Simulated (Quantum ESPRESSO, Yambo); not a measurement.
# PbO (P4/nmm): Bethe-Salpeter spectra with Yambo, part 2 of 4

Aim: the absorption spectrum of PbO (P4/nmm) with electron-hole interaction, and what each part of the kernel does.

Quantum ESPRESSO 7.5 and Yambo 5.3.0; PBE and many-body steps on it, plane waves. Known limits of the many-body steps: not at the basis limit; no spin-orbit coupling; coarse k mesh; bindings not settled in the k mesh.

So far. Step 4 (Screening and self-energy, 4×4×2 mesh, 280 bands …): The gap on the mesh goes from 1.14 eV to 1.32 eV, a correction of +0.18 eV. Step 5 (Excitons): The lowest state lies at 1.828 eV, 0.375 eV under the direct gap.

The database entry behind the starting cell differs from later determinations by our own check (c about 1 % long), so it need not match the best structure at ambient conditions.

### Step 6. Triplet (no exchange term)

Level of this step: Bethe-Salpeter equation on PBE with a scissors shift, plane waves, norm-conserving pseudopotentials (Yambo).

bse4.in

```
optics
bss
bse
em1s
dipoles
rim_cut
RandQpts= 1000000
RandGvec= 1 RL
Chimod= "HARTREE"
BSKmod= "SEX"
BSEmod= "resonant"
BSSmod= "d"
BSENGexx= 1 RL
BSENGBlk= 6 Ry
% BSEQptR
 1 | 1 |
%
% BSEBands
 25 | 32 |
%
% BEnRange
 0 | 6 | eV
%
% BDmRange
 0.1 | 0.1 | eV
%
BEnSteps= 121
% BLongDir
 1 | 0 | 0 |
%
% BndsRnXs
 1 | 145 |
%
NGsBlkXs= 6 Ry
% LongDrXs
 1 | 1 | 1 |
%
% KfnQP_E
 0.064 | 1.0 | 1.0 |
%
WRbsWF
```

Run with:

```sh
> OMP_NUM_THREADS=1 mpirun -n 4 yambo -F bse4.in -J bse4,bse3_W -C bse4 > bse4.log
```

Log:

```text
 Yambo, version 5.3.0

 [02] CORE Variables Setup
 =========================

  [... cell, symmetries and grids as in the set-up ...]

  [02.05] Energies & Occupations
  ==============================

  [X] === General ===
  [X] Electronic Temperature                        :  0.000000  0.000000 [eV K]
  [X] Bosonic    Temperature                        :  0.000000  0.000000 [eV K]
  [X] Finite Temperature mode                       : no
  [X] El. density                                   :  0.70435E+24 [cm-3]
  [X] Fermi Level                                   :  10.49034 [eV]

  [X] === Gaps and Widths ===
  [X] Conduction Band Min                           :  1.140379 [eV]
  [X] Valence Band Max                              :  0.000000 [eV]
  [X] Filled Bands                                  :  28
  [X] Empty Bands                                   :   29  280
  [X] Direct Gap                                    :  2.139783 [eV]
  [X] Direct Gap localized at k                     :  11
  [X] Indirect Gap                                  :  1.140379 [eV]
  [X] Indirect Gap between kpts                     :   1  11
  [X] Last valence band width                       :  1.733881 [eV]
  [X] 1st conduction band width                     :  2.397823 [eV]

 [03] Transferred momenta grid and indexing
 ==========================================

 IBZ Q-points                                      :  12
 BZ  Q-points                                      :   32

 K/Q-points units:
 rlu = crystal or reduced units; cc = cartesian coordinates; iku = interal k-units

 Q [ 1]         [rlu]:  0.000000  0.000000  0.000000
 Q [ 2]         [rlu]:  0.000000  0.000000 -0.500000
 Q [ 3]         [rlu]:  0.000000  0.250000  0.000000
[...]
[K+QP] === Gaps and Widths ===
  [K+QP] Conduction Band Min                        :  1.204379 [eV]
  [K+QP] Valence Band Max                           :  0.000000 [eV]
  [K+QP] Filled Bands                               :  28
  [K+QP] Empty Bands                                :   29  280
  [K+QP] Direct Gap                                 :  2.203783 [eV]
  [K+QP] Direct Gap localized at k                  :  11
  [K+QP] Indirect Gap                               :  1.204379 [eV]
  [K+QP] Indirect Gap between kpts                  :   1  11
  [K+QP] Last valence band width                    :  1.733881 [eV]
  [K+QP] 1st conduction band width                  :  2.397823 [eV]

  [coarse-grid] Minimum Bare Gap        [ev]:  1.140379
  [coarse-grid] Minimum Gap Correction  [ev]:  0.064000

  Eqp @ K [ 1]
  -138.7733 -138.7733  -80.4677  -80.4677  -80.4672  -80.4672  -80.4639  -80.4631
  -18.34878 -17.81036 -16.05919 -16.05919 -15.99889 -15.99595 -15.91159 -15.83836
  -15.83539 -15.83539 -15.81850 -14.47138  -7.27556  -6.77679  -4.22926  -4.22926
[...]
Eqp @ K [ 2]
[...]
Eqp @ K [ 3]
[...]
Eqp @ K [ 8]
[...]
Eqp @ K [ 9]
[...]
[... 13 further rows ...]
   15.26930  15.26930  17.80783  17.80783  19.28051  19.28051  20.01560  20.01560
   20.51557  20.51557  20.56957  20.56957  22.90524  22.90524  24.72769  24.72769

 [06] Dipoles
 ============

  [06.01] Setup: observables and procedures
  =========================================

  [WARNING] [r,Vnl^pseudo] included in position and velocity dipoles.

  [WARNING] In case H contains other non local terms, these are neglected

 [07] Static Dielectric Matrix
 =============================

    [08.01.05.02] Main kernel loop
    ==============================

    [08.01.05.03] Wave-Function Phases
    ==================================

    [BSE] WF phases found       :  46.61458 [o/o]

   [08.01.06] BSE solver(s) @q1
   ============================

   [08.01.07] Diago Solver @q1
   ===========================

 [11] Game Over & Game summary
```

It took 3.2 s on 4 MPI ranks of Arm Neoverse V2, shared host; peak memory 1.2 GiB; 13 s of CPU time.

The lowest triplet lies at 1.818 eV; without spin-orbit coupling triplets are dark, so no spectrum is read.

### Step 7. Field along z

bse5.in

```
optics
bss
bse
em1s
dipoles
rim_cut
RandQpts= 1000000
RandGvec= 1 RL
Chimod= "HARTREE"
BSKmod= "SEX"
BSEmod= "resonant"
BSSmod= "h"
BSENGexx= 30 Ry
BSENGBlk= 6 Ry
% BSEQptR
 1 | 1 |
%
% BSEBands
 23 | 32 |
%
% BEnRange
 0 | 7 | eV
%
% BDmRange
 0.1 | 0.1 | eV
%
BEnSteps= 141
% BLongDir
 0 | 0 | 1 |
%
% BndsRnXs
 1 | 145 |
%
NGsBlkXs= 6 Ry
% LongDrXs
 1 | 1 | 1 |
%
% KfnQP_E
 0.064 | 1.0 | 1.0 |
%
BSHayTrs= -0.02
```

Run with:

```sh
> OMP_NUM_THREADS=1 mpirun -n 4 yambo -F bse5.in -J bse5,bse3_W -C bse5 > bse5.log
```

Log:

```text
 Yambo, version 5.3.0

 [02] CORE Variables Setup
 =========================

  [... cell, symmetries and grids as in the set-up ...]

  [02.05] Energies & Occupations
  ==============================

  [X] === General ===
  [X] Electronic Temperature                        :  0.000000  0.000000 [eV K]
  [X] Bosonic    Temperature                        :  0.000000  0.000000 [eV K]
  [X] Finite Temperature mode                       : no
  [X] El. density                                   :  0.70435E+24 [cm-3]
  [X] Fermi Level                                   :  10.49034 [eV]

  [X] === Gaps and Widths ===
  [X] Conduction Band Min                           :  1.140379 [eV]
  [X] Valence Band Max                              :  0.000000 [eV]
  [X] Filled Bands                                  :  28
  [X] Empty Bands                                   :   29  280
  [X] Direct Gap                                    :  2.139783 [eV]
  [X] Direct Gap localized at k                     :  11
  [X] Indirect Gap                                  :  1.140379 [eV]
  [X] Indirect Gap between kpts                     :   1  11
  [X] Last valence band width                       :  1.733881 [eV]
  [X] 1st conduction band width                     :  2.397823 [eV]

 [03] Transferred momenta grid and indexing
 ==========================================

 IBZ Q-points                                      :  12
 BZ  Q-points                                      :   32

 K/Q-points units:
 rlu = crystal or reduced units; cc = cartesian coordinates; iku = interal k-units

 Q [ 1]         [rlu]:  0.000000  0.000000  0.000000
 Q [ 2]         [rlu]:  0.000000  0.000000 -0.500000
 Q [ 3]         [rlu]:  0.000000  0.250000  0.000000
[...]
[K+QP] 1st conduction band width                  :  2.397823 [eV]

  [coarse-grid] Minimum Bare Gap        [ev]:  1.140379
  [coarse-grid] Minimum Gap Correction  [ev]:  0.064000

  Eqp @ K [ 1]
  -138.7733 -138.7733  -80.4677  -80.4677  -80.4672  -80.4672  -80.4639  -80.4631
  -18.34878 -17.81036 -16.05919 -16.05919 -15.99889 -15.99595 -15.91159 -15.83836
  -15.83539 -15.83539 -15.81850 -14.47138  -7.27556  -6.77679  -4.22926  -4.22926
[...]
Eqp @ K [ 2]
[...]
Eqp @ K [ 3]
[...]
Eqp @ K [ 8]
[...]
Eqp @ K [ 9]
[...]
[... 13 further rows ...]
   15.26930  15.26930  17.80783  17.80783  19.28051  19.28051  20.01560  20.01560
   20.51557  20.51557  20.56957  20.56957  22.90524  22.90524  24.72769  24.72769

 [06] Dipoles
 ============

  [06.01] Setup: observables and procedures
  =========================================

  [WARNING] [r,Vnl^pseudo] included in position and velocity dipoles.

  [WARNING] In case H contains other non local terms, these are neglected

 [07] Static Dielectric Matrix
 =============================

    [08.01.05.02] Main kernel loop
    ==============================

    [08.01.05.03] Wave-Function Phases
    ==================================

    [BSE] WF phases found       :  45.83333 [o/o]

   [08.01.06] BSE solver(s) @q1
   ============================

   [08.01.07] Haydock Solver in the optics basis @q1 using the hermitian scheme
   ============================================================================

   Accuracy (requested)      : -0.020000 [o/o]

   [WARNING] [EPS_extend] Possible inaccuracy in the EPS prolungation

   [WARNING] [EPS_extend] Possible inaccuracy in the EPS prolungation

   [WARNING] [EPS_extend] Possible inaccuracy in the EPS prolungation

   [WARNING] [EPS_extend] Possible inaccuracy in the EPS prolungation

   [WARNING] [EPS_extend] Possible inaccuracy in the EPS prolungation

   [WARNING] [EPS_extend] Possible inaccuracy in the EPS prolungation
   Iterations                :   60

 [11] Game Over & Game summary
```

The job ended after 4.4 s (4 MPI ranks; peak memory 1.2 GiB; 17 s of CPU time).

Numbers from this step:

```yaml
transitions_in_the_window: 768
direct_gap_of_the_transition_levels: 2.204 eV
```

### Step 8. Beyond Tamm-Dancoff

bse6.in

```
optics
bss
bse
em1s
dipoles
rim_cut
RandQpts= 1000000
RandGvec= 1 RL
Chimod= "HARTREE"
BSKmod= "SEX"
BSEmod= "coupling"
BSSmod= "d"
BSENGexx= 30 Ry
BSENGBlk= 6 Ry
% BSEQptR
 1 | 1 |
%
% BSEBands
 25 | 32 |
%
% BEnRange
 0 | 6 | eV
%
% BDmRange
 0.1 | 0.1 | eV
%
BEnSteps= 121
% BLongDir
 1 | 0 | 0 |
%
% BndsRnXs
 1 | 145 |
%
NGsBlkXs= 6 Ry
% LongDrXs
 1 | 1 | 1 |
%
% KfnQP_E
 0.064 | 1.0 | 1.0 |
%
WRbsWF
```

Run with:

```sh
> OMP_NUM_THREADS=1 mpirun -n 4 yambo -F bse6.in -J bse6,bse3_W -C bse6 > bse6.log
```

Log:

```text
 Yambo, version 5.3.0

 [02] CORE Variables Setup
 =========================

  [... cell, symmetries and grids as in the set-up ...]

  [02.05] Energies & Occupations
  ==============================

  [X] === General ===
  [X] Electronic Temperature                        :  0.000000  0.000000 [eV K]
  [X] Bosonic    Temperature                        :  0.000000  0.000000 [eV K]
  [X] Finite Temperature mode                       : no
  [X] El. density                                   :  0.70435E+24 [cm-3]
[...]
=========================================

  [WARNING] [r,Vnl^pseudo] included in position and velocity dipoles.

  [WARNING] In case H contains other non local terms, these are neglected

 [07] Static Dielectric Matrix
 =============================

    [08.01.05.02] Main kernel loop
    ==============================

    [08.01.05.03] Wave-Function Phases
    ==================================

    [BSE] WF phases found       :  46.61458 [o/o]

   [08.01.06] BSE solver(s) @q1
   ============================

   [08.01.07] Diago Solver @q1
   ===========================

   [WARNING] Parallel non-herm diag not yet implemented. Switching to LK

 [11] Game Over & Game summary
```

Run time: 8.3 s. Hardware: 4 MPI ranks; peak memory 1.3 GiB.

This step gave:

```yaml
transitions_in_the_window: 512
direct_gap_of_the_transition_levels: 2.204 eV
lowest_state: 1.828 eV
first_strong_exciton_over_a_fiftieth_of_the_strongest_listed: 1.828 eV
binding_of_the_lowest_state_below_the_direct_gap: 0.3753 eV
coulomb_term_of_one_mesh_cell: 0.4477 eV
```

The binding is 0.84 times the screened Coulomb term of one mesh cell (0.45 eV), so it is not shown settled.

The lowest state lies at 1.828 eV, 0.375 eV under the direct gap.

The ε₂ has structure finer than the step of the table below, so its rows give means over 0.2 eV, whole bins alone (the curve runs from 0 to 6 eV). Peaks (eV: height): BSE 1.85: 6.38, 2.60: 10.9, 3.20: 22.9, 4.55: 7.59, 5.30: 7.26; no electron-hole interaction 2.20: 5.71, 2.95: 7.90, 3.85: 16.6, 4.95: 8.05, 5.70: 8.29.

Field along x; broadening 0.1 eV; transition window only. Limits: finite bands, cutoff and mesh; no spin-orbit coupling; coarse k mesh; exciton not shown settled in the k mesh. The ε₂ by photon energy; means over each step:

```
photon energy (eV)     BSE  no electron-hole interaction
               0.2  0.0254                        0.0151
               0.4  0.0529                        0.0311
               0.6  0.0853                        0.0488
               0.8   0.127                        0.0697
               1.0   0.188                        0.0958
               1.2   0.291                         0.131
               1.4   0.519                         0.185
               1.6    1.40                         0.279
               1.8    5.04                         0.503
               2.0    2.48                          1.46
               2.2    1.49                          4.50
               2.4    3.28                          1.81
               2.6    8.75                          1.25
               2.8    4.53                          3.07
               3.0    9.15                          6.23
               3.2    21.5                          3.01
               3.4    15.0                          6.18
               3.6    11.5                          14.9
               3.8    7.11                          16.2
               4.0    2.76                          14.7
               4.2    2.79                          9.34
               4.4    4.75                          3.89
               4.6    6.06                          3.38
               4.8    4.42                          4.98
               5.0    4.86                          7.10
               5.2    5.75                          5.63
               5.4    6.49                          5.50
               5.6    4.74                          6.68
               5.8    5.60                          7.01
```

### Step 9. Finite momentum (q 2)

bse7.in

```
optics
bss
bse
em1s
dipoles
rim_cut
RandQpts= 1000000
RandGvec= 1 RL
Chimod= "HARTREE"
BSKmod= "SEX"
BSEmod= "resonant"
BSSmod= "d"
BSENGexx= 30 Ry
BSENGBlk= 6 Ry
% BSEQptR
 2 | 2 |
%
% BSEBands
 25 | 32 |
%
% BEnRange
 0 | 5 | eV
%
% BDmRange
 0.1 | 0.1 | eV
%
BEnSteps= 101
% BLongDir
 1 | 0 | 0 |
%
% BndsRnXs
 1 | 145 |
%
NGsBlkXs= 6 Ry
% LongDrXs
 1 | 1 | 1 |
%
% KfnQP_E
 0.064 | 1.0 | 1.0 |
%
WRbsWF
```

Run with:

```sh
> OMP_NUM_THREADS=1 mpirun -n 4 yambo -F bse7.in -J bse7,bse3_W -C bse7 > bse7.log
```

Log:

```text
 Yambo, version 5.3.0

 [02] CORE Variables Setup
 =========================

  [... cell, symmetries and grids as in the set-up ...]

  [02.05] Energies & Occupations
  ==============================

  [X] === General ===
  [X] Electronic Temperature                        :  0.000000  0.000000 [eV K]
  [X] Bosonic    Temperature                        :  0.000000  0.000000 [eV K]
  [X] Finite Temperature mode                       : no
  [X] El. density                                   :  0.70435E+24 [cm-3]
[...]
[06] Dipoles
 ============

  [06.01] Setup: observables and procedures
  =========================================

  [WARNING] [r,Vnl^pseudo] included in position and velocity dipoles.

  [WARNING] In case H contains other non local terms, these are neglected

 [07] Static Dielectric Matrix
 =============================

    [08.01.05.02] Main kernel loop
    ==============================

    [08.01.05.03] Wave-Function Phases
    ==================================

    [BSE] WF phases found       :  46.61458 [o/o]

   [08.01.06] BSE solver(s) @q2
   ============================

   [08.01.07] Diago Solver @q2
   ===========================

 [11] Game Over & Game summary
```

Run time: 3.4 s. Hardware: 4 MPI ranks; peak memory 1.2 GiB; 13 s of CPU time.

Numbers from this step:

| Property | Result |
| --- | --- |
| transitions in the window | 512 |
| lowest state | 1.832 eV |
| first strong exciton (over a fiftieth of the strongest listed) | 1.839 eV |

The lowest state lies at 1.832 eV.

### Step 10. Finite momentum (q 3)

bse8.in, as its differences from bse7.in of step 9:

```diff
@@ -15,3 +15,3 @@
 % BSEQptR
- 2 | 2 |
+ 3 | 3 |
 %
```

Run with:

```sh
> OMP_NUM_THREADS=1 mpirun -n 4 yambo -F bse8.in -J bse8,bse3_W -C bse8 > bse8.log
```

Log:

```text
 Yambo, version 5.3.0

 [02] CORE Variables Setup
 =========================

  [... cell, symmetries and grids as in the set-up ...]

  [02.05] Energies & Occupations
  ==============================

  [X] === General ===
  [X] Electronic Temperature                        :  0.000000  0.000000 [eV K]
  [X] Bosonic    Temperature                        :  0.000000  0.000000 [eV K]
  [X] Finite Temperature mode                       : no
  [X] El. density                                   :  0.70435E+24 [cm-3]
[...]
[06] Dipoles
 ============

  [06.01] Setup: observables and procedures
  =========================================

  [WARNING] [r,Vnl^pseudo] included in position and velocity dipoles.

  [WARNING] In case H contains other non local terms, these are neglected

 [07] Static Dielectric Matrix
 =============================

    [08.01.05.02] Main kernel loop
    ==============================

    [08.01.05.03] Wave-Function Phases
    ==================================

    [BSE] WF phases found       :  46.61458 [o/o]

   [08.01.06] BSE solver(s) @q3
   ============================

   [08.01.07] Diago Solver @q3
   ===========================

 [11] Game Over & Game summary
```

Wall time 3.6 s (4 MPI ranks); peak memory 1.2 GiB.

Numbers from this step:

```
transitions in the window                                      : 512
lowest state                                                   : 2.277 eV
first strong exciton (over a fiftieth of the strongest listed) : 2.281 eV
```

The lowest state lies at 2.277 eV.

### Step 11. RPA with local fields (no direct term)

bse9.in

```
optics
bss
bse
em1s
dipoles
rim_cut
RandQpts= 1000000
RandGvec= 1 RL
Chimod= "HARTREE"
BSKmod= "HARTREE"
BSEmod= "resonant"
BSSmod= "h"
BSENGexx= 30 Ry
BSENGBlk= 6 Ry
% BSEQptR
 1 | 1 |
%
% BSEBands
 23 | 32 |
%
% BEnRange
 0 | 7 | eV
%
% BDmRange
 0.1 | 0.1 | eV
%
BEnSteps= 141
% BLongDir
 1 | 0 | 0 |
%
% BndsRnXs
 1 | 145 |
%
NGsBlkXs= 6 Ry
% LongDrXs
 1 | 1 | 1 |
%
% KfnQP_E
 0.064 | 1.0 | 1.0 |
%
BSHayTrs= -0.02
```

Run with:

```sh
> OMP_NUM_THREADS=1 mpirun -n 4 yambo -F bse9.in -J bse9,bse3_W -C bse9 > bse9.log
```

Log:

```text
 Yambo, version 5.3.0

 [02] CORE Variables Setup
 =========================

  [... cell, symmetries and grids as in the set-up ...]

  [02.05] Energies & Occupations
  ==============================

  [X] === General ===
  [X] Electronic Temperature                        :  0.000000  0.000000 [eV K]
  [X] Bosonic    Temperature                        :  0.000000  0.000000 [eV K]
  [X] Finite Temperature mode                       : no
  [X] El. density                                   :  0.70435E+24 [cm-3]
[...]
[08.02] BSE solver(s) @q1
  =========================

  [08.03] Haydock Solver in the optics basis @q1 using the hermitian scheme
  =========================================================================

  Accuracy (requested)      : -0.020000 [o/o]

  [WARNING] [EPS_extend] Possible inaccuracy in the EPS prolungation

  [WARNING] [EPS_extend] Possible inaccuracy in the EPS prolungation

  [WARNING] [EPS_extend] Possible inaccuracy in the EPS prolungation

[...]
[WARNING] [EPS_extend] Possible inaccuracy in the EPS prolungation

  [WARNING] [EPS_extend] Possible inaccuracy in the EPS prolungation
  Iterations                :   87

 [11] Game Over & Game summary
```

Run time: 1.8 s. Hardware: 4 MPI ranks; peak memory 0.28 GiB.

This step gave:

* transitions in the window: 768
* direct gap of the transition levels: 2.204 eV

(Part 2 of 4 ends here.)

[Paths, hosts, dates, memory and timing lines, banners, echoed tables and standing remarks are left out of the program output.]

[Logs are printed without paths, hosts, clocks, repeated set-up lines and the standing remarks that a program may print on its own settings, such as how far it seeks lower states.]

[Runs of the session that timed out or met a known fault of the program may be left out.]

[Hosts, paths, dates, database ids (printed as entryN), source tags and the programs' standing remarks are cut or masked in the printed files.]
